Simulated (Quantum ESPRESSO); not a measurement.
## MgS (F-43m): the LO frequency by hand

Wanted: the LO mode of MgS (F-43m) from the TO mode and the field response.

Main program and level: Quantum ESPRESSO 7.5; DFT LDA, scalar-relativistic, plane waves, JTH PAW pseudopotentials.

**1. Set-up**

It takes space group F-43m (No. 216, cubic). The conventional cell has a = 5.598 Å, b = 5.598 Å, c = 5.598 Å, α = 90.00°, β = 90.00°, γ = 90.00°. Mg has 4 S at 2.42 Å nearest. Nearest to S lie 4 Mg at 2.42 Å. Farther neighbours and most contacts between anions are not listed.

Structure file:

```cif
data_structure
_symmetry_space_group_name_H-M 'P 1'
_symmetry_Int_Tables_number 1
_cell_length_a 3.9587
_cell_length_b 3.9587
_cell_length_c 3.9587
_cell_angle_alpha 60.000
_cell_angle_beta 60.000
_cell_angle_gamma 60.000
_cell_volume 43.87
loop_
_atom_site_label
_atom_site_type_symbol
_atom_site_fract_x
_atom_site_fract_y
_atom_site_fract_z
_atom_site_occupancy
Mg1 Mg 0.00000 0.00000 0.00000 1
S2 S 0.75000 0.75000 0.75000 1
```

This is the cell after its relaxation at this level of theory, not the database cell from which that began.

**2. What the response run gave**

A linear-response run on the relaxed cell, with the response to an electric field; only its zone-centre results are used. Cutoff 60 Ry, k mesh 8×8×8.

The log of the run:

```text
[banners, grids, parts of the stress and lines that vanish by symmetry left out]
Program PHONON v.7.5
     Reading xml data from directory:

[...]
Exchange-correlation= PW
                           (   1   4   0   0   0   0   0)
[...]
kinetic-energy cut-off    =      60.0000  Ry
     charge density cut-off    =     480.0000  Ry
     convergence threshold     =      1.0E-18
[...]
Exchange-correlation= PW
                           (   1   4   0   0   0   0   0)
[...]
q = (   0.0000000   0.0000000   0.0000000 )
     25 Sym.Ops. (with q -> -q+G )
     G cutoff = 1360.8717  (  52393 G-vectors)     FFT grid: ( 54, 54, 54)
     G cutoff =  680.4358  (  18643 G-vectors)  smooth grid: ( 40, 40, 40)
     number of k points=    29
[...]
Mode symmetry, T_d (-43m)  point group:
[...]
Dielectric constant
[...]
End of electric fields calculation
          Dielectric constant in cartesian axis
          (       4.197731022       0.000000000       0.000000000 )
          (       0.000000000       4.197731022       0.000000000 )
          (       0.000000000       0.000000000       4.197731022 )
          Effective charges (d Force / dE) in cartesian axis without acoustic sum rule applied (asr)
           atom    1  Mg    Mean Z*:        1.86575
      Ex  (        1.86575       -0.00000        0.00000 )
      Ey  (       -0.00000        1.86575        0.00000 )
      Ez  (        0.00000        0.00000        1.86575 )
           atom    2  S     Mean Z*:       -1.87270
      Ex  (       -1.87270        0.00000        0.00000 )
      Ey  (       -0.00000       -1.87270        0.00000 )
      Ez  (        0.00000        0.00000       -1.87270 )
          Effective charges Sum: Mean:       -0.00695
[...]
Effective charges (d Force / dE) in cartesian axis with asr applied:
           atom    1  Mg    Mean Z*:        1.86923
[...]
atom    2  S     Mean Z*:       -1.86923
[...]
Representation #   1 modes #   1   2   3
[...]
End of self-consistent calculation
     Convergence has been achieved
     Representation #   2 modes #   4   5   6
[...]
End of self-consistent calculation
     Convergence has been achieved
[...]
Dielectric constant in cartesian axis
          (       4.197731022       0.000000000       0.000000000 )
          (       0.000000000       4.197731022       0.000000000 )
          (       0.000000000       0.000000000       4.197731022 )
          Effective charges (d Force / dE) in cartesian axis without acoustic sum rule applied (asr)
           atom    1  Mg    Mean Z*:        1.86575
      Ex  (        1.86575       -0.00000        0.00000 )
      Ey  (       -0.00000        1.86575        0.00000 )
      Ez  (        0.00000        0.00000        1.86575 )
           atom    2  S     Mean Z*:       -1.87270
      Ex  (       -1.87270        0.00000        0.00000 )
      Ey  (       -0.00000       -1.87270        0.00000 )
      Ez  (        0.00000        0.00000       -1.87270 )
          Effective charges Sum: Mean:       -0.00695
[...]
Effective charges (d Force / dE) in cartesian axis with asr applied:
           atom    1  Mg    Mean Z*:        1.86923
[...]
atom    2  S     Mean Z*:       -1.86923
[...]
q = (    0.000000000   0.000000000   0.000000000 )
[...]
freq (    1) =       0.054260 [THz] =       1.809927 [cm-1]
     freq (    2) =       0.054260 [THz] =       1.809927 [cm-1]
     freq (    3) =       0.054260 [THz] =       1.809927 [cm-1]
     freq (    4) =      10.303486 [THz] =     343.687295 [cm-1]
     freq (    5) =      10.303486 [THz] =     343.687295 [cm-1]
     freq (    6) =      10.303486 [THz] =     343.687295 [cm-1]
[...]
Mode symmetry, T_d (-43m)  point group:
     freq (   1-   3) =          1.8  [cm-1]   --> T_2  G_15 P_4   I+R
     freq (   4-   6) =        343.7  [cm-1]   --> T_2  G_15 P_4   I+R

   JOB DONE.
```

```csv
quantity,value
cell volume Ω (Å³),43.868
mass of Mg (u),24.305
mass of S (u),32.060
"Born charge of Mg, raw (e)",1.866
"Born charge of S, raw (e)",-1.873
ε∞,4.198
ω(TO) after the sum rule (cm⁻¹),343.7
```

**3. The calculation**

The charges must sum to zero over the cell; taking off their mean, -0.003 e, leaves Z* = 1.869 e on Mg. In the polar mode Mg moves against S, so the reduced mass is μ = 24.30 × 32.06 / 56.37 = 13.825 u.

A longitudinal wave builds up a field that adds to the restoring force: ω(LO)² = ω(TO)² + 4π Z*² / (μ Ω ε∞), in Hartree atomic units. With μ = 25201 electron masses and Ω = 296.04 bohr³ the second term is 1.4021e-06 Ha², or 67538 cm⁻² (1 Ha = 219474.6 cm⁻¹).

So ω(LO) = √(118116 + 67538) = 430.9 cm⁻¹, and by the Lyddane-Sachs-Teller relation ε₀ = ε∞ (ω(LO)/ω(TO))² = 6.60.

**4. Check against the program**

The analysis program adds the same non-analytic term to the full matrix, here for q along (1 0 0).

The log of the run:

```text
[banner, memory and clock lines left out]
Program DYNMAT v.7.5

     Reading Dynamical Matrix from file g.dyn
     ...Force constants read
     ...epsilon and Z* read

     Polarizability (A^3 units)
     multiply by 0.484048 for Clausius-Mossotti correction
        11.162950    0.000000    0.000000
         0.000000   11.162950    0.000000
         0.000000    0.000000   11.162950

     IR activities are in (D/A)^2/amu units

# mode   [cm-1]    [THz]      IR
    1     -0.00   -0.0000    0.0000
    2     -0.00   -0.0000    0.0000
    3      0.00    0.0000    0.0000
    4    343.68   10.3034    5.8310
    5    343.68   10.3034    5.8310
    6    430.88   12.9173    5.8310
```

ε₀ comes from the program's run without a direction of q.

```csv
quantity,by hand,program
ω(LO) (cm⁻¹),430.9,430.9
ε₀,6.60,6.60
```

**5. Results**

```
TO mode                    : 343.7 cm⁻¹
LO mode                    : 430.9 cm⁻¹
static dielectric constant : 6.598
```

What this shows: The LO mode of MgS (F-43m) lies at 431 cm⁻¹, 87 cm⁻¹ above the TO mode; the formula meets the program within 0.1 cm⁻¹, as it must for a cubic crystal with one polar mode. ω(LO)² − ω(TO)² goes with Z*²/ε∞: an error of 5 % in ε∞ would move the LO mode by 3.7 cm⁻¹, and semilocal functionals tend to overestimate ε∞. These are harmonic values at zero temperature, at the volume of this functional, for the structure held cubic; stability elsewhere in the zone is no part of this calculation.

[Host names and launcher messages were left out of these logs when they were recorded.]

[Logs are printed without paths, hosts, clocks, repeated set-up lines and the standing remarks that a program may print on its own settings, such as how far it seeks lower states.]

[Hosts, paths, dates, database ids (printed as entryN), source tags and the programs' standing remarks are cut or masked in the printed files.]
